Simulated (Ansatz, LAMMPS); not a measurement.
# Static equation of state of amorphous 30In2O3-70HfO2 (mol %) (83 atoms)

Density of this cell: 7.87 g/cm³. The cell holds 83 atoms: 14 In, 16 Hf and 53 O. Cell: a = 10.312 Å, b = 10.161 Å, c = 10.692 Å, α = 90.2°, β = 91.1°, γ = 89.7°. The starting structure: 83 atoms (14 Sc, 16 Zr, 53 O) placed at random at 4.52 g/cm³, melted at 5000 K for 10 ps at fixed volume with the Morse and Coulomb pair potential with partial charges (Pedone, Malavasi, Menziani, Cormack and Segre, J. Phys. Chem. B 110, 11780 (2006)). Quenched from 5000 K to 300 K at 200 K/ps and fixed volume, held 10 ps at zero pressure, then minimised at fixed cell. Then Sc was replaced by In, Zr was replaced by Hf and the cell scaled by 1.022 (the potential has no terms for the new elements, so the cell is a start for a DFT relaxation).

Calculated with Ansatz 0.2.0: Kohn-Sham DFT, revPBE, PAW (set soft_1), plane waves; cutoff 420 eV, Γ point, gaussian smearing of 0.025 eV. Cell and atoms were relaxed first, to V0 = 13.496 Å³ an atom at a residual P0 = -0.005 GPa. The cell was then scaled evenly, and the atoms were relaxed at each volume.

```
volume (Å³/atom)  pressure (GPa)
          12.146           13.76
          12.686               ?
          13.091           3.677
          13.901          -2.851
          14.305          -4.836
```

**Question.** Fit the third-order Birch–Murnaghan equation to the rows given and interpolate to the withheld row.

**Working.**

Take the Eulerian strain f = ½[(V0/V)^(2/3) − 1] and the normalised pressure F = (P − P0) / [3f(1 + 2f)^(5/2)]. The third-order Birch–Murnaghan equation is then the line F = B0 + (3/2)B0(B′ − 4) f, so u = f and v = F.

```
      u = f  v = F (GPa)
  0.0363830      105.783
  0.0102570      113.708
-0.00975648      102.145
 -0.0190504      93.1571
```

With n = 4: mean u = 0.00445830, mean v = 103.698, Σ(u − ū)² = 0.0018075, Σ(u − ū)(v − v̄) = 0.39447. Slope b = 0.39447 / 0.0018075 = 218.24; intercept a = v̄ − b ū = 102.73.

So B0 = a = 103 GPa and B′ = 4 + 2b/(3a) = 5.42. At the withheld volume f = 0.02106, F = a + b f = 107.3 GPa, and P = P0 + 3f(1 + 2f)^(5/2) F.

Prediction at 12.686: 7.511 GPa. The run gave 7.529 GPa, so the fit is low by 0.018 GPa (0.24 % of the value).

The series isn't one smooth equation of state: even a line fitted to all rows, the withheld one included, misses F by up to 7.6 %, the count of bonds changes along the series and an atom moves over 0.5 Å in some relaxation. B0 and B′ are then only the numbers of this fit, not moduli of the material. Among the rows given, the largest miss of the fit is at 12.146, by 0.64 GPa (3.4 % of the range of the table).

Limits: Static cells at zero temperature; the cell shape is held. The program notes that the SCF threshold of these relaxations is loose for the stress. The quench rate of 200 K/ps is many orders above laboratory rates, so the cell is likely richer in defects and strain than a real sample. The network of bonds at the start is that of the classical potential that made the cell, and needn't be the one that DFT or experiment would give. Only the Γ point is sampled, in a cell whose shortest periodic width is 10 Å.

[Logs are printed without paths, hosts, clocks, repeated set-up lines and the standing remarks that a program may print on its own settings, such as how far it seeks lower states.]

[Hosts, paths, dates, database ids (printed as entryN), source tags and the programs' standing remarks are cut or masked in the printed files.]
